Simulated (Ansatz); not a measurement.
## La on Ru(0001): change of the work function

How does La on the fcc site change the work function of Ru(0001) as the layer fills?

Main program and level: Ansatz 0.2.0; plane-wave DFT, PBE, Ansatz PAW.

This is a report of a sequence of runs, with the program logs left out and the cost of each run kept.

### 1. Starting point

The cell holds 4 atoms: 4 Ru. Its edges and angles: a = 2.700 Å, b = 2.700 Å, c = 24.415 Å, α = 90.0°, β = 90.0°, γ = 60.0°. Vacuum lies along c.

Coordinates:

```cif
data_structure
_symmetry_space_group_name_H-M 'P 1'
_symmetry_Int_Tables_number 1
_cell_length_a 2.7000
_cell_length_b 2.7000
_cell_length_c 24.4152
_cell_angle_alpha 90.000
_cell_angle_beta 90.000
_cell_angle_gamma 60.000
_cell_volume 154.14
loop_
_atom_site_label
_atom_site_type_symbol
_atom_site_fract_x
_atom_site_fract_y
_atom_site_fract_z
_atom_site_occupancy
Ru1 Ru 0.66667 0.66667 0.36862 1
Ru2 Ru 0.00000 0.00000 0.45621 1
Ru3 Ru 0.66667 0.66667 0.54379 1
Ru4 Ru 0.00000 0.00000 0.63138 1
```

### 2. The clean slab

The bare slab comes first, as the zero from which every change is counted. The two lowest layers are held at bulk places and the upper ones relax. The dipole correction removes the false field that a one-sided slab makes across the periodic vacuum, so each face gets a flat vacuum level of its own.

Contents of input.yaml:

```yaml
crystal:
  lattice:
    - [2.7, 0.0, 0.0]
    - [1.35, 2.3382685902, 0.0]
    - [0.0, 0.0, 24.4152]
  atoms:
    - { symbol: Ru, position: [0.6666666667, 0.6666666667, 0.3686228251] }
    - { symbol: Ru, position: [0.0, 0.0, 0.4562076084] }
    - { symbol: Ru, position: [0.6666666667, 0.6666666667, 0.5437923916] }
    - { symbol: Ru, position: [0.0, 0.0, 0.6313771749] }
kpoints:
  mp_grid: { grid: [12, 12, 1] }
hamiltonian:
  xc: pbe
scf:
  occupations: { method: fermi_dirac, width: 0.1 }
  convergence: { dr2_threshold: 1.0e-08 }
efield:
  axis: 3
  dipole_correction: true
  ramp_position: 0.97
  ramp_width: 0.06
relax:
  f_tol: 0.02
  max_steps: 60
  constraints: [{ sites: [0, 1] }]
output:
  write_potential: true
  write_density: true
  volumetric_format: npy
```

Started as:

```console
> ansatz run input.yaml --threads 4 --pin off --max-ram 16384MiB --backend cpu --events-out ev --progress --plain --runs-dir out
```

It took 12 s on 4 threads of Arm Neoverse V1, shared host; peak memory 0.46 GiB; 42 s of CPU time.

Step by step:

```csv
step,energy less that of the first step (eV),largest force component (eV/Å)
1,0.0000,0.5365
2,-0.0100,0.2640
3,-0.0132,0.0173
```

The run keeps the 6 symmetry operations that the program found, so distortions that break them were not tested.

The atoms that moved most (Å):

```csv
atom,dx,dy,dz,length
Ru4,0.000,0.000,-0.034,0.034
Ru3,0.000,0.000,0.019,0.019
```

Read from the output:

| Item | Value |
| --- | --- |
| energy at zero smearing | -23512.6524 eV |
| work function, upper face | 5.046 eV |
| work function, lower face | 5.075 eV |
| dipole along the normal | 0.001038 e·Å |
| step between the vacuum levels | -0.02975 eV |

Running mean over 2.138 Å of the planar mean; the ramp of the sawtooth is left out. The electron's electrostatic potential energy less the Fermi level by z:

```csv
z (Å),electron's electrostatic potential energy less the Fermi level (eV)
3,5.08
4,5.07
5,5.07
6,4.98
7,3.94
8,-6.27
9,-14.2
10,-14.6
11,-14.8
12,-14.6
13,-14.9
14,-15.4
15,-14.8
16,-11.4
17,1.85
18,4.81
19,5.03
20,5.04
21,5.05
```

The relaxation took 3 steps and lowered the energy by 0.013 eV; the largest force on the free atoms ends at 0.017 eV/Å.

The work function of the upper face is 5.05 eV.

### 3. Adsorbate added, k-mesh 4×4×1, coverage 0.111 ML

System of this step: La/Ru(0001). The cell holds 37 atoms: 36 Ru and 1 La. Its edges and angles: a = 8.100 Å, b = 8.100 Å, c = 27.666 Å, α = 90.0°, β = 90.0°, γ = 60.0°. Vacuum lies along c.

The clean slab as it ended is repeated in the plane and the adsorbate is set on one face; the cell's size fixes the coverage, and the k-mesh shrinks with it to keep the sampling density about even. Adsorbate and upper layers relax, since the dipole depends on the height.

Contents of input.yaml:

```yaml
crystal:
  lattice:
    - [8.1, 0.0, 0.0]
    - [4.05, 7.0148057706, 0.0]
    - [0.0, 0.0, 27.6660856042]
  atoms:
    - { symbol: Ru, position: [0.2222222222, 0.2222222222, 0.325308037] }
    - { symbol: Ru, position: [0.0, 0.0, 0.4026012267] }
    - { symbol: Ru, position: [0.2222222222, 0.2222222222, 0.4805952292] }
    - { symbol: Ru, position: [0.0, 0.0, 0.5559625411] }
    - { symbol: Ru, position: [0.2222222222, 0.5555555556, 0.325308037] }
    - { symbol: Ru, position: [0.0, 0.3333333333, 0.4026012267] }
    - { symbol: Ru, position: [0.2222222222, 0.5555555556, 0.4805952292] }
    - { symbol: Ru, position: [0.0, 0.3333333333, 0.5559625411] }
[... 25 atom lines left out ...]
    - { symbol: Ru, position: [0.6666666667, 0.6666666667, 0.4026012267] }
    - { symbol: Ru, position: [0.8888888889, 0.8888888889, 0.4805952292] }
    - { symbol: Ru, position: [0.6666666667, 0.6666666667, 0.5559625411] }
    - { symbol: La, position: [0.1111111111, 0.1111111111, 0.674691963] }
kpoints:
  mp_grid: { grid: [4, 4, 1] }
hamiltonian:
  xc: pbe
scf:
  occupations: { method: fermi_dirac, width: 0.1 }
  convergence: { dr2_threshold: 1.0e-08 }
efield:
  axis: 3
  dipole_correction: true
  ramp_position: 0.97
  ramp_width: 0.06
relax:
  f_tol: 0.02
  max_steps: 60
  constraints:
    - { sites: [0, 1, 4, 5, 8, 9, 12, 13, 16, 17, 20, 21, 24, 25, 28, 29, 32, 33] }
output:
  write_potential: true
  write_density: true
  volumetric_format: npy
```

Run time: 24 min. Hardware: 4 threads; peak memory 9.3 GiB; 68 min of CPU time.

Relaxation path:

```csv
step,energy less that of the first step (eV),largest force component (eV/Å)
1,0.0000,2.9764
2,-0.6901,3.1801
3,-1.3517,3.1407
4,-1.9793,2.6305
5,-2.3980,1.4372
6,-2.5799,0.1598
7,-2.5949,0.0596
8,-2.5957,0.0194
```

Forces are held to the 6 operations that the program found; a distortion that breaks them can't arise in this run.

The atoms that moved most (Å):

```csv
atom,dx,dy,dz,length
La37,0.000,0.000,-1.034,1.034
Ru4,-0.042,-0.024,0.027,0.056
Ru16,0.042,-0.024,0.027,0.056
Ru8,0.000,0.049,0.027,0.056
Ru31,0.000,-0.004,-0.026,0.026
Ru35,0.003,0.002,-0.026,0.026
Ru23,-0.003,0.002,-0.026,0.026
Ru24,0.000,-0.011,0.020,0.023
```

Final coordinates:

```xyz
37
Lattice="8.1000 0.0000 0.0000 4.0500 7.0148 0.0000 0.0000 0.0000 27.6661" Properties=species:S:1:pos:R:3
Ru    2.7000    1.5588    9.0000
Ru    0.0000    0.0000   11.1384
Ru    2.6995    1.5586   13.2774
Ru   -0.0423   -0.0244   15.4085
Ru    4.0500    3.8971    9.0000
Ru    1.3500    2.3383   11.1384
Ru    4.0476    3.8985   13.2999
Ru    1.3500    2.3871   15.4085
Ru    5.4000    6.2354    9.0000
Ru    2.7000    4.6765   11.1384
Ru    5.4000    6.2359   13.2774
Ru    2.7030    4.6748   15.3846
Ru    5.4000    1.5588    9.0000
Ru    2.7000    0.0000   11.1384
Ru    5.4000    1.5561   13.2999
Ru    2.7423   -0.0244   15.4085
Ru    6.7500    3.8971    9.0000
Ru    4.0500    2.3383   11.1384
Ru    6.7524    3.8985   13.2999
Ru    4.0596    2.3438   15.4009
Ru    8.1000    6.2354    9.0000
Ru    5.4000    4.6765   11.1384
Ru    8.0965    6.2374   13.2701
Ru    5.4000    4.6655   15.4009
Ru    8.1000    1.5588    9.0000
Ru    5.4000    0.0000   11.1384
Ru    8.1005    1.5586   13.2774
Ru    5.4000    0.0034   15.3846
Ru    9.4500    3.8971    9.0000
Ru    6.7500    2.3383   11.1384
Ru    9.4500    3.8931   13.2701
Ru    6.7404    2.3438   15.4009
Ru   10.8000    6.2354    9.0000
Ru    8.1000    4.6765   11.1384
Ru   10.8035    6.2374   13.2701
Ru    8.0970    4.6748   15.3846
La    1.3500    0.7794   17.6320
```

This step gave:

```
energy at zero smearing        : -217865.9414 eV
work function, upper face      : 2.747 eV
work function, lower face      : 5.096 eV
dipole along the normal        : 0.7376 e·Å
step between the vacuum levels : -2.349 eV
```

Running mean over 2.138 Å of the planar mean; the ramp of the sawtooth is left out. The electron's electrostatic potential energy less the Fermi level by z:

```csv
z (Å),electron's electrostatic potential energy less the Fermi level (eV)
4,5.10
5,5.09
6,5.01
7,3.96
8,-6.25
9,-14.2
10,-14.7
11,-14.8
12,-14.8
13,-14.9
14,-15.0
15,-14.7
16,-12.0
17,-0.662
18,1.09
19,1.97
20,2.64
21,2.73
22,2.74
23,2.75
24,2.75
```

The relaxation took 8 steps and lowered the energy by 2.6 eV; the largest force on the free atoms ends at 0.019 eV/Å.

The covered face has 2.75 eV, -2.30 eV against the clean one; the bare back face has moved by +0.02 eV, a measure of how thin the slab is.

### 4. Adsorbate added, k-mesh 6×6×1, coverage 0.25 ML

System of this step: La/Ru(0001). The cell holds 17 atoms: 16 Ru and 1 La. Cell: a = 5.400 Å, b = 5.400 Å, c = 27.666 Å, α = 90.0°, β = 90.0°, γ = 60.0°. Vacuum lies along c.

Another coverage, to see how the dipoles act on each other as their distance changes.

Contents of input.yaml:

```yaml
crystal:
  lattice:
    - [5.4, 0.0, 0.0]
    - [2.7, 4.6765371804, 0.0]
    - [0.0, 0.0, 27.6660856042]
  atoms:
    - { symbol: Ru, position: [0.3333333333, 0.3333333333, 0.325308037] }
    - { symbol: Ru, position: [0.0, 0.0, 0.4026012267] }
    - { symbol: Ru, position: [0.3333333333, 0.3333333333, 0.4805952292] }
    - { symbol: Ru, position: [0.0, 0.0, 0.5559625411] }
    - { symbol: Ru, position: [0.3333333333, 0.8333333333, 0.325308037] }
    - { symbol: Ru, position: [0.0, 0.5, 0.4026012267] }
    - { symbol: Ru, position: [0.3333333333, 0.8333333333, 0.4805952292] }
    - { symbol: Ru, position: [0.0, 0.5, 0.5559625411] }
    - { symbol: Ru, position: [0.8333333333, 0.3333333333, 0.325308037] }
    - { symbol: Ru, position: [0.5, 0.0, 0.4026012267] }
    - { symbol: Ru, position: [0.8333333333, 0.3333333333, 0.4805952292] }
    - { symbol: Ru, position: [0.5, 0.0, 0.5559625411] }
    - { symbol: Ru, position: [0.8333333333, 0.8333333333, 0.325308037] }
    - { symbol: Ru, position: [0.5, 0.5, 0.4026012267] }
    - { symbol: Ru, position: [0.8333333333, 0.8333333333, 0.4805952292] }
    - { symbol: Ru, position: [0.5, 0.5, 0.5559625411] }
    - { symbol: La, position: [0.1666666667, 0.1666666667, 0.674691963] }
kpoints:
  mp_grid: { grid: [6, 6, 1] }
hamiltonian:
  xc: pbe
scf:
  occupations: { method: fermi_dirac, width: 0.1 }
  convergence: { dr2_threshold: 1.0e-08 }
efield:
  axis: 3
  dipole_correction: true
  ramp_position: 0.97
  ramp_width: 0.06
relax:
  f_tol: 0.02
  max_steps: 60
  constraints: [{ sites: [0, 1, 4, 5, 8, 9, 12, 13] }]
output:
  dos: { projected: true, e_range: [-8, 4] }
  write_potential: true
  write_density: true
  volumetric_format: npy
  elf: true
```

The job ended after 5.3 min (4 threads; peak memory 2.8 GiB).

Step by step:

```csv
step,energy less that of the first step (eV),largest force component (eV/Å)
1,0.0000,2.1632
2,-0.5065,2.4067
3,-1.0238,2.5328
4,-1.5567,2.3062
5,-1.9470,1.3569
6,-2.1192,0.2037
7,-2.1265,0.2427
8,-2.1421,0.0367
9,-2.1422,0.0050
```

The run keeps the 6 symmetry operations that the program found, so distortions that break them were not tested.

The atoms that moved most (Å):

```csv
atom,dx,dy,dz,length
La17,0.000,0.000,-1.034,1.034
Ru15,0.000,0.000,-0.078,0.078
Ru16,0.000,0.000,0.077,0.077
Ru8,0.000,0.045,0.027,0.052
Ru12,0.039,-0.022,0.027,0.052
Ru4,-0.039,-0.022,0.027,0.052
Ru3,0.009,0.005,-0.004,0.011
Ru7,0.000,-0.010,-0.004,0.011
```

The relaxed structure:

```cif
data_structure
_symmetry_space_group_name_H-M 'P 1'
_symmetry_Int_Tables_number 1
_cell_length_a 5.4000
_cell_length_b 5.4000
_cell_length_c 27.6661
_cell_angle_alpha 90.000
_cell_angle_beta 90.000
_cell_angle_gamma 60.000
_cell_volume 698.66
loop_
_atom_site_label
_atom_site_type_symbol
_atom_site_fract_x
_atom_site_fract_y
_atom_site_fract_z
_atom_site_occupancy
Ru1 Ru 0.33333 0.33333 0.32531 1
Ru2 Ru 0.00000 0.00000 0.40260 1
Ru3 Ru 0.33444 0.33444 0.48044 1
Ru4 Ru 0.99523 0.99523 0.55693 1
Ru5 Ru 0.33333 0.83333 0.32531 1
Ru6 Ru 0.00000 0.50000 0.40260 1
Ru7 Ru 0.33444 0.83112 0.48044 1
Ru8 Ru 0.99523 0.50954 0.55693 1
Ru9 Ru 0.83333 0.33333 0.32531 1
Ru10 Ru 0.50000 0.00000 0.40260 1
Ru11 Ru 0.83112 0.33444 0.48044 1
Ru12 Ru 0.50954 0.99523 0.55693 1
Ru13 Ru 0.83333 0.83333 0.32531 1
Ru14 Ru 0.50000 0.50000 0.40260 1
Ru15 Ru 0.83333 0.83333 0.47778 1
Ru16 Ru 0.50000 0.50000 0.55874 1
La17 La 0.16667 0.16667 0.63731 1
```

Read from the output:

| Quantity | Value |
| --- | --- |
| energy at zero smearing | -100302.5140 eV |
| work function, upper face | 2.306 eV |
| work function, lower face | 5.100 eV |
| dipole along the normal | 0.3899 e·Å |
| step between the vacuum levels | -2.794 eV |

Running mean over 2.138 Å of the planar mean; the ramp of the sawtooth is left out. Electron's electrostatic potential energy less the Fermi level against z:

z (Å), electron's electrostatic potential energy less the Fermi level (eV) and a bar from the least value:
```
      3.5        5.1 ##############################
      4.0        5.1 ##############################
      4.5        5.1 ##############################
      5.0        5.1 ##############################
      5.5        5.1 ##############################
      6.0        5.0 ##############################
      6.5        4.8 ##############################
      7.0        4.0 ############################
      7.5        0.8 ########################
      8.0       -6.2 #############
      8.5      -12.4 ####
      9.0      -14.2 #
      9.5      -14.5 #
     10.0      -14.7 
     10.5      -14.8 
     11.0      -14.9 
     11.5      -14.9 
     12.0      -14.9 
     12.5      -14.9 
     13.0      -14.8 
     13.5      -14.8 
     14.0      -14.6 
     14.5      -14.5 #
     15.0      -14.5 #
     15.5      -14.4 #
     16.0      -12.8 ###
     16.5       -8.0 ##########
     17.0       -3.6 #################
     17.5       -2.7 ##################
     18.0       -2.5 ###################
     18.5       -1.5 ####################
     19.0        0.0 ######################
     19.5        1.3 ########################
     20.0        1.9 #########################
     20.5        2.1 ##########################
     21.0        2.2 ##########################
     21.5        2.3 ##########################
     22.0        2.3 ##########################
     22.5        2.3 ##########################
     23.0        2.3 ##########################
     23.5        2.3 ##########################
     24.0        2.3 ##########################
```

The density of states has structure finer than the step of the table below, so its rows give means over 0.5 eV. Peaks (eV: height): -3.37: 49.6, -2.92: 45.2, -2.77: 44.3, -2.14: 41.9, -1.95: 41.0, 1.41: 64.5, 1.53: 45.1.

Density of states against energy, zero at the Fermi level; means over each step:

```csv
energy (eV),density of states (states/eV a cell)
-7.5,0.317
-7.0,0.901
-6.5,1.14
-6.0,7.60
-5.5,19.5
-5.0,19.4
-4.5,21.1
-4.0,21.9
-3.5,18.0
-3.0,22.8
-2.5,25.4
-2.0,29.9
-1.5,26.3
-1.0,15.9
-0.5,21.5
0.0,19.8
0.5,18.0
1.0,27.1
```

Projected DOS per atom over height of the atomic layer and energy from the Fermi level. Layers: Ru4 Ru4 Ru4 Ru4 La from below.

Ten even steps from '_' (0.00 states/eV) to '@' (4.30 states/eV), each cell a mean:
```
::==--::@@
--====--++
--::::::--
--::::::::
--..::--::
--..::::::
--::::--::
==::::--..
++----==..
------==..
------==..
::::::::__
::::::::__
--------__
::::::::__
..====::__
..====..__
__....____
__________
__________
__________
__________
```
Columns: height of the atomic layer (Å) from 9 to 17.6; rows upwards: energy from the Fermi level (eV) from -7.96 to 1.65.

Valence density in the ca plane at fractional y = 0.000, with atoms of Ru within 0.2 Å of it. It is the smooth field of the valence electrons, not physical close to the nuclei.

Values in units of 1e0 e/Å³, 8 rows by 16 columns, each cell a mean:
```
0.4 0.4 4.5 2.8 0.4 0.4 3.3 4.5 0.2 0.0 0.0 0.0 0.0 0.0 0.0 0.0
1.2 0.6 0.6 0.5 1.0 0.8 0.5 0.6 0.1 0.0 0.0 0.0 0.0 0.0 0.0 0.0
0.9 0.5 1.1 0.8 0.8 0.6 0.9 1.2 0.1 0.0 0.0 0.0 0.0 0.0 0.0 0.0
0.3 0.4 6.0 3.7 0.4 0.3 4.3 5.8 0.3 0.1 0.0 0.0 0.0 0.0 0.0 0.0
0.4 0.4 4.6 2.8 0.4 0.4 2.9 4.0 0.4 0.3 0.1 0.0 0.0 0.0 0.0 0.0
1.2 0.6 0.6 0.4 0.8 0.8 0.4 0.5 0.6 1.1 0.2 0.0 0.0 0.0 0.0 0.0
0.9 0.5 1.1 0.8 0.7 0.7 0.7 0.9 0.5 0.9 0.2 0.0 0.0 0.0 0.0 0.0
0.3 0.4 6.0 3.7 0.3 0.4 3.9 5.4 0.4 0.2 0.0 0.0 0.0 0.0 0.0 0.0
```
Columns run along c (16.0 Å, from fractional 0.31 to 0.89 of the cell), rows up along a (5.4 Å). Atoms in or near the plane, at fractional coordinates: Ru at (0.40, 0.00), Ru at (0.56, 0.00), Ru at (0.40, 0.50), Ru at (0.56, 0.51).

Electrostatic potential energy in the ca plane at fractional y = 0.000, with atoms of Ru within 0.2 Å of it. With pseudopotentials it is smooth inside the atoms' cores, unlike the true potential.

Ten even steps from '0' (-83 eV) to '9' (9 eV), each cell a mean:
```
99999720038999999500059999999999999999999999
98899864479988899853589999999999999999999999
87789998899976789988899999999999999999999999
86689999999876789999999999999999999999999999
87789986789987899876789999999999999999999999
99999841258999999620269999999999999999999999
99999710037999998500058999999999999999999999
99999720038999999610168998999999999999999999
98899864479998899864689887789999999999999999
87789998899986789998999865678999999999999999
86689999999976789999999865678999999999999999
87789986789987899987899876789999999999999999
99999841158999999731379988899999999999999999
99999710027999998500058999999999999999999999
```
Columns run along c (16.0 Å, from fractional 0.31 to 0.89 of the cell; values clipped at the 3rd and 97th percentile), rows up along a (5.4 Å). Atoms in or near the plane, at fractional coordinates: Ru at (0.40, 0.00), Ru at (0.56, 0.00), Ru at (0.40, 0.50), Ru at (0.56, 0.51).

ELF in the ca plane at fractional y = 0.000, with atoms of Ru within 0.2 Å of it. It is the smooth field of the valence electrons, not physical close to the nuclei.

Ten even steps from '0' (0.00) to '9' (0.86), each cell a mean:
```
33333476663333333575752321000000000000000000
33223246643323222356632231000000000000000000
34432323333234322233322332110000000000000000
35532333333245422333333333210000000000000000
33323334433333322345422332100000000000000000
33233367753322233476742221000000000000000000
43333474563333333563663321000001100000000000
33333476663333333576763333321111110000000000
33223346643322233356533468864211111000000000
34433323333234423323333589985311221100000000
35532333333235422323333589996322221100000000
33323234433323323334333489985211211000000000
33233367753332233477653346642111111000000000
43333474573333333563663321110001110000000000
```
Columns run along c (16.0 Å, from fractional 0.31 to 0.89 of the cell), rows up along a (5.4 Å). Atoms in or near the plane, at fractional coordinates: Ru at (0.40, 0.00), Ru at (0.56, 0.00), Ru at (0.40, 0.50), Ru at (0.56, 0.51).

The relaxation took 9 steps and lowered the energy by 2.1 eV; the largest force on the free atoms ends at 0.0050 eV/Å.

By hand: a sheet of dipoles makes a step −p/(ε₀A) in the electron's potential. With e/ε₀ = 180.95 V·Å, p = 0.3899 e·Å and A = 25.25 Å², that is −180.95 × (0.3899) / 25.25 = -2.794 eV, and the two vacuum levels of the run differ by -2.794 eV.

The covered face has 2.31 eV, -2.74 eV against the clean one; the bare back face has moved by +0.02 eV, a measure of how thin the slab is.

### 5. Work function against coverage

This step: plane-wave DFT, PBE, Ansatz PAW; work function against coverage (Ansatz 0.2.0).

The runs are now put side by side.

This step gave:

```yaml
work_function_of_the_clean_face: 5.046 eV
largest_change_of_the_work_function: -2.740 eV
```

Work function of the covered face against coverage:

```csv
coverage (adsorbates/nm²),work function of the covered face (eV)
0.00,5.05
1.76,2.75
3.96,2.31
```

The dipole per adsorbate comes from the change of the cell's dipole. Coverage, by row:

```csv
coverage (1/nm²),coverage (ML),work function (eV),change (eV),"dipole per adsorbate, positive end outwards (debye)",mean height of the added atoms over the highest substrate atom (Å)
1.76,0.1111,2.747,-2.299,3.498,2.224
3.96,0.25,2.306,-2.74,1.853,2.174
```

### 6. Results

```
work function of the clean face                        : 5.05 eV
work function at 0.11 ML                               : 2.75 eV
work function at 0.25 ML                               : 2.31 eV
dipole per adsorbate at 0.11 ML, positive end outwards : 3.50 D
```

La lowers the work function of Ru(0001) at the lowest coverage, by 2.30 eV: the adsorbate layer has its positive end outwards. The slab has 4 layers, at the tabulated experimental lattice constant, one starting site was run, and quantum-size effects of a slab this thin can reach one or two tenths of an eV. The main runs have no spin polarisation; a magnetic state could lie lower and would change these results.

[Long decimals in the printed logs are rounded to 6 places.]

[Logs are printed without paths, hosts, clocks, repeated set-up lines and the standing remarks that a program may print on its own settings, such as how far it seeks lower states.]

[Hosts, paths, dates, database ids (printed as entryN), source tags and the programs' standing remarks are cut or masked in the printed files.]

[Maps of the electrostatic potential energy from Ansatz leave out the sawtooth potential of an applied field or a dipole correction, so their vacuum need not be flat; planar profiles and work functions include it.]

[The density of states shown here was stored with 400 of the rows of the run's finer table, so its peaks can read low, often by over a quarter, or be missed, and its means over a window can be off by a tenth or more.]
